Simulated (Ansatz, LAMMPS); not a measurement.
# Relaxing glassy Na2Si4O9 (90 atoms), part 2 of 3

How does glassy Na2Si4O9 (90 atoms) relax, and what do bonds, charges and levels look like afterwards?

Ansatz 0.2.0; Kohn-Sham DFT, PBE, PAW (set soft_2), plane waves.

The cell: 12 Na, 54 O and 24 Si. The quench rate of 10 K/ps is orders of magnitude faster than experiment. The network of bonds at the start is that of the classical potential that made the cell. Only the Γ point is sampled, in a cell whose shortest periodic width is 11 Å.

So far. Step 3 (Single point at the start): The r.m.s. force component of 1.3 eV/Å and the pressure of 4.9 GPa set the starting point.

## Step 4: Relaxation

With the cell held, the atoms are moved downhill towards a nearby minimum.

input.yaml

```yaml
crystal:
  lattice:
    - [10.8166, 0.0, 0.0]
    - [0.0, 10.8166, 0.0]
    - [0.0, 0.0, 10.8166]
  atoms:
    [... the 90 atom lines of step 3 ...]
kpoints:
  mp_grid: { grid: [1, 1, 1] }
hamiltonian:
  xc: pbe
scf:
  occupations: { method: fixed }
output:
  forces: true
relax:
  f_tol: 0.05
  max_steps: 200
```

Launch:

```sh
$ ansatz run input.yaml --threads 4 --pin off --max-ram 8192MiB --backend cpu --events-out ev --progress --plain --runs-dir out
```

Numbers of over 12 decimals in the logs are rounded to 6 here.

The program printed:

```text
[...]
Crystal: 90 atoms, lattice volume = 1265.530 Å³
Basis set: ecut = 420 eV, 24837 PW (Γ), exchange–correlation on 150×150×150 points (8 copies of the dense FFT grid, shifted against one another)
Bands: 354, of which v1, the nominal top of the filled ones, is band 264 counted from 1 (263 counted from 0)
Symmetry: 1 space group operations
[...]
k-points: 1
[...]
SCF iter   1: F=—  HF=-63824.555631 eV  |F-HF|=—  |Δ(HF+E_count)|=         —  Δρ=3.08e-3  dr2=2.42e-1  ethr=1.77e-3  ⟨swp⟩=5.0  Hψ=1217  notcnv=0  defer=88
[...]
SCF iter   3: F=—  HF=-63824.483225 eV  |F-HF|=—  |Δ(HF+E_count)|=   1.26e-2  Δρ=6.89e-4  dr2=1.72e-2  ethr=1.03e-5  ⟨swp⟩=3.0  Hψ=438  notcnv=0  defer=78
automatic band count: iteration 3 solves 344 bands in place of 354: the levels show a gap, and the empty bands left out lie too high to hold charge; the band table lists the bands solved (type scf.n_extra_bands for more)
SCF iter   4: F=—  HF=-63824.479097 eV  |F-HF|=—  |Δ(HF+E_count)|=   4.13e-3  Δρ=3.36e-4  dr2=1.50e-3  ethr=3.26e-6  ⟨swp⟩=2.0  Hψ=569  notcnv=0  defer=78
[...]
SCF iter   6: F=-63824.479074 eV  HF=-63824.479071 eV  |F-HF|=2.97e-6  |Δ(HF+E_count)|=   8.63e-6  Δρ=4.64e-5  dr2=2.26e-5  ethr=1.18e-8  ⟨swp⟩=3.0  Hψ=1072  notcnv=0
SCF 1 converged in 6 iterations: F = -63824.479074 eV  dr2 = 2.26e-5
[...]
relax step   1: F+E_penalty+E_count = -63824.47907440 eV  Δ(F+E_penalty+E_count) = +0.000e0 eV  max|allowed force component| = 4.919e0 eV/Å  Δτ_max = 0.0000 Å  (6 SCF iters, dr2 threshold 6.25e-5 eV, accepted)
[... from here on, the SCF cycles and remarks between the steps are left out ...]
relax step   2: F+E_penalty+E_count = -63828.13700077 eV  Δ(F+E_penalty+E_count) = -3.658e0 eV  max|allowed force component| = 3.445e0 eV/Å  Δτ_max = 0.1953 Å  (6 SCF iters, dr2 threshold 1.00e-4 eV, accepted)
relax step   3: F+E_penalty+E_count = -63830.85939432 eV  Δ(F+E_penalty+E_count) = -2.722e0 eV  max|allowed force component| = 7.564e-1 eV/Å  Δτ_max = 0.1949 Å  (7 SCF iters, dr2 threshold 1.00e-4 eV, accepted)
relax step   4: F+E_penalty+E_count = -63831.33640194 eV  Δ(F+E_penalty+E_count) = -4.770e-1 eV  max|allowed force component| = 5.797e-1 eV/Å  Δτ_max = 0.2000 Å  (7 SCF iters, dr2 threshold 3.58e-5 eV, accepted)
relax step   5: F+E_penalty+E_count = -63831.66241210 eV  Δ(F+E_penalty+E_count) = -3.260e-1 eV  max|allowed force component| = 2.596e-1 eV/Å  Δτ_max = 0.1934 Å  (7 SCF iters, dr2 threshold 2.10e-5 eV, accepted)
relax step   6: F+E_penalty+E_count = -63831.80356880 eV  Δ(F+E_penalty+E_count) = -1.412e-1 eV  max|allowed force component| = 1.910e-1 eV/Å  Δτ_max = 0.2000 Å  (7 SCF iters, dr2 threshold 1.35e-5 eV, accepted)
relax step   7: F+E_penalty+E_count = -63831.91639085 eV  Δ(F+E_penalty+E_count) = -1.128e-1 eV  max|allowed force component| = 1.624e-1 eV/Å  Δτ_max = 0.1931 Å  (7 SCF iters, dr2 threshold 7.31e-6 eV, accepted)
relax step   8: F+E_penalty+E_count = -63832.00170907 eV  Δ(F+E_penalty+E_count) = -8.532e-2 eV  max|allowed force component| = 1.368e-1 eV/Å  Δτ_max = 0.2000 Å  (7 SCF iters, dr2 threshold 1.43e-5 eV, accepted)
relax step   9: F+E_penalty+E_count = -63832.07647712 eV  Δ(F+E_penalty+E_count) = -7.477e-2 eV  max|allowed force component| = 2.810e-1 eV/Å  Δτ_max = 0.1971 Å  (7 SCF iters, dr2 threshold 1.33e-5 eV, accepted)
relax step  10: F+E_penalty+E_count = -63832.19374523 eV  Δ(F+E_penalty+E_count) = -1.173e-1 eV  max|allowed force component| = 1.508e-1 eV/Å  Δτ_max = 0.2000 Å  (7 SCF iters, dr2 threshold 5.60e-5 eV, accepted)
relax step  11: F+E_penalty+E_count = -63832.22220379 eV  Δ(F+E_penalty+E_count) = -2.846e-2 eV  max|allowed force component| = 2.061e-1 eV/Å  Δτ_max = 0.0984 Å  (7 SCF iters, dr2 threshold 6.55e-6 eV, accepted)
relax step  12: F+E_penalty+E_count = -63832.31799969 eV  Δ(F+E_penalty+E_count) = -9.580e-2 eV  max|allowed force component| = 2.094e-1 eV/Å  Δτ_max = 0.2000 Å  (7 SCF iters, dr2 threshold 1.22e-5 eV, accepted)
relax step  13: F+E_penalty+E_count = -63832.37829548 eV  Δ(F+E_penalty+E_count) = -6.030e-2 eV  max|allowed force component| = 3.007e-1 eV/Å  Δτ_max = 0.1947 Å  (6 SCF iters, dr2 threshold 4.38e-5 eV, accepted)
relax step  14: F+E_penalty+E_count = -63832.42236065 eV  Δ(F+E_penalty+E_count) = -4.407e-2 eV  max|allowed force component| = 3.173e-1 eV/Å  Δτ_max = 0.2000 Å  (5 SCF iters, dr2 threshold 9.04e-5 eV, accepted)
relax step  15: F+E_penalty+E_count = -63832.47732630 eV  Δ(F+E_penalty+E_count) = -5.497e-2 eV  max|allowed force component| = 1.620e-1 eV/Å  Δτ_max = 0.1953 Å  (5 SCF iters, dr2 threshold 1.00e-4 eV, accepted)
relax step  16: F+E_penalty+E_count = -63832.51486417 eV  Δ(F+E_penalty+E_count) = -3.754e-2 eV  max|allowed force component| = 9.848e-2 eV/Å  Δτ_max = 0.1954 Å  (7 SCF iters, dr2 threshold 6.85e-6 eV, accepted)
relax step  17: F+E_penalty+E_count = -63832.54553090 eV  Δ(F+E_penalty+E_count) = -3.067e-2 eV  max|allowed force component| = 1.236e-1 eV/Å  Δτ_max = 0.2000 Å  (8 SCF iters, dr2 threshold 2.53e-6 eV, accepted)
relax step  18: F+E_penalty+E_count = -63832.57337966 eV  Δ(F+E_penalty+E_count) = -2.785e-2 eV  max|allowed force component| = 1.106e-1 eV/Å  Δτ_max = 0.2000 Å  (8 SCF iters, dr2 threshold 5.64e-6 eV, accepted)
relax step  19: F+E_penalty+E_count = -63832.57632445 eV  Δ(F+E_penalty+E_count) = -2.945e-3 eV  max|allowed force component| = 1.791e-1 eV/Å  Δτ_max = 0.0834 Å  (6 SCF iters, dr2 threshold 9.79e-6 eV, accepted)
relax step  20: F+E_penalty+E_count = -63832.60609356 eV  Δ(F+E_penalty+E_count) = -2.977e-2 eV  max|allowed force component| = 5.841e-2 eV/Å  Δτ_max = 0.1447 Å  (6 SCF iters, dr2 threshold 2.57e-5 eV, accepted)
relax step  21: F+E_penalty+E_count = -63832.61149044 eV  Δ(F+E_penalty+E_count) = -5.397e-3 eV  max|allowed force component| = 4.772e-2 eV/Å  Δτ_max = 0.0532 Å  (9 SCF iters, accepted)
relax step  22: F+E_penalty+E_count = -63832.61396695 eV  Δ(F+E_penalty+E_count) = -2.477e-3 eV  max|allowed force component| = 3.128e-2 eV/Å  Δτ_max = 0.0516 Å  (8 SCF iters, accepted)
SCF converged after 8 iterations
Free energy (F): -63832.613967 eV
[...]
Internal energy: -63832.613967 eV  (E = F + TS)
E sigma→0 (E₀):  -63832.613967 eV
Fermi energy:    3.929192 eV
[...]
--- Forces (eV/Å), atoms counted from 1 ---
  atom   1  Na     0.00467951    -0.00378512     0.00080692
  atom   2  Na    -0.00045551    -0.00379907    -0.00218464
  atom   3  Na    -0.00301808    -0.00140979    -0.00142017
  atom   4  Na     0.00431196     0.00032310     0.00497783
  atom   5  Na     0.00939110    -0.00573910     0.00368438
  atom   6  Na    -0.00272138    -0.00297140     0.00680184
  atom   7  Na    -0.00167475     0.00103060    -0.00366344
  atom   8  Na     0.00573298     0.00474898     0.01461243
  atom   9  Na    -0.00562309    -0.00367538     0.00754406
  atom  10  Na     0.00116808     0.00485024    -0.00356250
  atom  11  Na     0.00425378     0.00654816    -0.00656239
  atom  12  Na    -0.00426987    -0.00247635    -0.00122066
  atom  13  O     -0.00654076     0.00471932     0.01202325
  atom  14  O      0.00074873     0.01578708    -0.00137109
[...]
atom  89  Si     0.01013082    -0.00357424     0.02035632
  atom  90  Si    -0.00073942    -0.00404813    -0.00181189
  max |Σ_I F_I| component: 4.98e-5 eV/Å
--- Relaxed structure (22 steps of the walk, 22 accepted, 0 SCFs on fresh bases) ---
  F+E_penalty+E_count = -63832.61396695 eV   max|allowed force component| = 3.128e-2 eV/Å
  atoms:
    - { symbol: Na, position: [0.668571, 1.038348, 0.489833] }
    - { symbol: Na, position: [0.952247, 0.766940, 0.870384] }
    - { symbol: Na, position: [0.525548, 0.912559, 0.070420] }
    - { symbol: Na, position: [0.376065, 0.234977, 0.924581] }
[...]
- { symbol: Si, position: [0.664198, 0.696600, 0.856997] }
```

Run time: 3.2 min. Hardware: 4 threads of Arm Neoverse V1, shared host; peak memory 1.4 GiB.

The steps of the relaxation:

```tsv
step	energy less that of the first step (eV)	largest force component (eV/Å)
1	0.0000	4.9186
2	-3.6579	3.4452
3	-6.3803	0.7564
4	-6.8573	0.5797
5	-7.1833	0.2596
6	-7.3245	0.1910
7	-7.4373	0.1624
8	-7.5226	0.1368
9	-7.5974	0.2810
10	-7.7147	0.1508
11	-7.7431	0.2061
12	-7.8389	0.2094
13	-7.8992	0.3007
14	-7.9433	0.3173
15	-7.9983	0.1620
16	-8.0358	0.0985
17	-8.0665	0.1236
18	-8.0943	0.1106
19	-8.0972	0.1791
20	-8.1270	0.0584
21	-8.1324	0.0477
22	-8.1349	0.0313
```

The atoms that moved most (Å):

```tsv
atom	dx	dy	dz	length
Na8	0.569	-0.848	0.768	1.278
O59	-0.759	0.578	-0.574	1.113
O43	-0.583	-0.831	-0.225	1.040
Na1	-0.494	0.777	-0.287	0.965
O55	-0.724	0.386	-0.219	0.849
O66	-0.149	-0.106	-0.787	0.808
Na5	0.203	-0.693	-0.282	0.775
O44	0.510	0.207	0.490	0.737
```

The relaxation changed the energy by -90.4 meV/atom, and atoms moved by 0.45 Å r.m.s., 1.3 Å at most.

## Step 5: Structure statistics after relaxation

Bonds before and after, by the cutoffs listed below:

```tsv
pair	bonds before	bonds after	mean before (Å)	mean after (Å)	spread before (Å)	spread after (Å)
O-Si	96	96	1.620	1.640	0.052	0.035
```

Density 2.38 g/cm³, 14.06 Å³ an atom.

Pair distribution functions g(r), in bins of 0.2 Å:

```tsv
r (Å)	total	O-O	O-Si	O-Na	Si-Si	Si-Na	Na-Na
1.50	0.75	0.00	2.35	0.00	0.00	0.00	0.00
1.70	3.71	0.00	11.62	0.00	0.00	0.00	0.00
1.90	0.00	0.00	0.00	0.00	0.00	0.00	0.00
2.10	0.11	0.00	0.00	0.68	0.00	0.00	0.00
2.30	0.52	0.00	0.00	3.26	0.00	0.00	0.00
2.50	0.74	1.15	0.00	2.04	0.00	0.00	0.00
2.70	2.16	5.47	0.00	1.06	0.00	0.23	0.00
2.90	0.50	0.62	0.05	0.72	1.03	0.81	0.79
3.10	0.86	0.54	0.12	0.65	4.97	1.66	2.98
3.30	0.96	0.79	0.75	0.42	1.66	2.56	3.85
3.50	0.88	0.65	1.11	0.51	0.00	2.57	1.68
3.70	0.93	0.63	1.25	1.02	0.00	1.91	0.52
3.90	1.03	0.63	1.72	0.97	0.56	0.82	0.00
4.10	1.24	0.74	2.00	1.44	0.31	0.62	2.10
4.30	1.23	0.86	1.71	1.34	1.43	0.57	0.79
4.50	0.87	0.90	0.66	1.19	1.03	0.95	0.00
4.70	0.90	1.23	0.60	1.12	0.80	0.32	0.64
4.90	1.10	1.41	0.89	0.97	1.39	0.81	0.28
5.10	1.15	1.55	0.69	1.14	1.14	1.29	0.54
5.30	0.93	1.10	0.63	0.91	1.43	0.94	1.23
```

Bonds by pair of elements; cutoffs follow the first minimum of g(r), held within bounds set by covalent radii, and pairs that aren't listed don't count as bonded:

```tsv
pair A-B	cutoff (Å)	bonds	mean length (Å)	spread (Å)	shortest (Å)	B about A	A about B
O-Si	2.12	96	1.64	0.035	1.56	1.78	4
O-Na	2.83	52	2.41	0.182	2.09	0.963	4.33
```

The cutoff for O-Na falls short of the minimum of g(r), so counts run low and odd coordinations can be artefacts.

How many atoms have how many bonded neighbours:

```tsv
element	mean	2	3	4	5	6
Na	4.33	0	1	7	3	1
O	2.74	23	23	7	1	0
Si	4	0	0	24	0	0
```

Bond angles, per cent of each kind in bins of 5°:

```tsv
angle (°)	O-Si-O	O-Na-O	Na-O-Si	Si-O-Si	Na-O-Na
55–60	0.0	1.1	0.0	0.0	0.0
60–65	0.0	8.9	0.0	0.0	0.0
65–70	0.0	4.4	0.0	0.0	3.3
70–75	0.0	0.0	0.0	0.0	3.3
75–80	0.0	2.2	2.8	0.0	6.7
80–85	0.0	5.6	2.8	0.0	13.3
85–90	0.0	7.8	8.3	0.0	23.3
90–95	0.0	10.0	6.9	0.0	10.0
95–100	2.1	6.7	12.5	0.0	6.7
100–105	17.4	10.0	4.2	0.0	6.7
105–110	40.3	6.7	11.1	0.0	3.3
110–115	25.7	5.6	16.7	0.0	3.3
115–120	12.5	6.7	9.7	2.4	0.0
120–125	2.1	5.6	2.8	7.1	6.7
125–130	0.0	5.6	4.2	2.4	3.3
130–135	0.0	2.2	8.3	16.7	6.7
135–140	0.0	0.0	1.4	28.6	0.0
140–145	0.0	1.1	4.2	4.8	0.0
145–150	0.0	0.0	1.4	11.9	0.0
150–155	0.0	3.3	0.0	4.8	0.0
155–160	0.0	1.1	0.0	4.8	3.3
160–165	0.0	2.2	2.8	2.4	0.0
165–170	0.0	1.1	0.0	9.5	0.0
170–175	0.0	2.2	0.0	4.8	0.0
```

Bond angles (no mean is given where the spread exceeds 20°):

```tsv
angle	count	mean (°)	spread (°)
O-Si-O	144	109	4.9
O-Na-O	90	-	-
Na-O-Si	72	110	18.7
Si-O-Si	42	143	14
Na-O-Na	30	-	-
```

Oxygen atoms by the number of network formers (Si, P, Ge, B, Al, As, Ga) bound to them:

```tsv
network formers bound to O	O atoms	per cent
0	0	0
1	12	22.2
2	42	77.8
```

Network units: each former by its oxygen neighbours and how many of them bridge to another former:

```tsv
former	O neighbours	bridging O	atoms
Si	4	2	1
Si	4	3	10
Si	4	4	13
```

Bond length by coordination (bonds to H left out):

```tsv
element	coordination	atoms	mean bond length (Å)
Na	3	1	2.27
Na	4	7	2.39
Na	5	3	2.44
Na	6	1	2.54
O	2	23	1.64
O	3	23	1.97
O	4	7	2.14
O	5	1	2.29
```

Rings of the network by King's shortest-path rule, up to 12 atoms, one path for each pair of neighbours; H, halogens, alkali and alkaline-earth atoms are left out, and the last column divides by all other atoms, bonded or not:

```tsv
ring size (atoms)	rings	per network atom
8	4	0.051
10	4	0.051
12	5	0.064
```

First main peaks of g(r), for some of the pairs, lie near 2.7 Å (O-O), 1.6 Å (O-Si), 2.3 Å (O-Na), 3.1 Å (Si-Si), 3.4 Å (Si-Na) and 3.3 Å (Na-Na). The O-Si-O angle averages 109° with a spread of 5°. 78 % of the oxygens bridge two formers (Si) and 22 % are non-bridging. The commonest Si unit has 4 oxygens, 4 of them shared with other formers (13 of 24 atoms). Rings of 12 atoms are the most common (38 % of those counted); sizes run from 8 to 12, where the search stops.

(Continued in part 3 of 3.)

[Logs are printed without paths, hosts, clocks, repeated set-up lines and the standing remarks that a program may print on its own settings, such as how far it seeks lower states.]

[Hosts, paths, dates, database ids (printed as entryN), source tags and the programs' standing remarks are cut or masked in the printed files.]
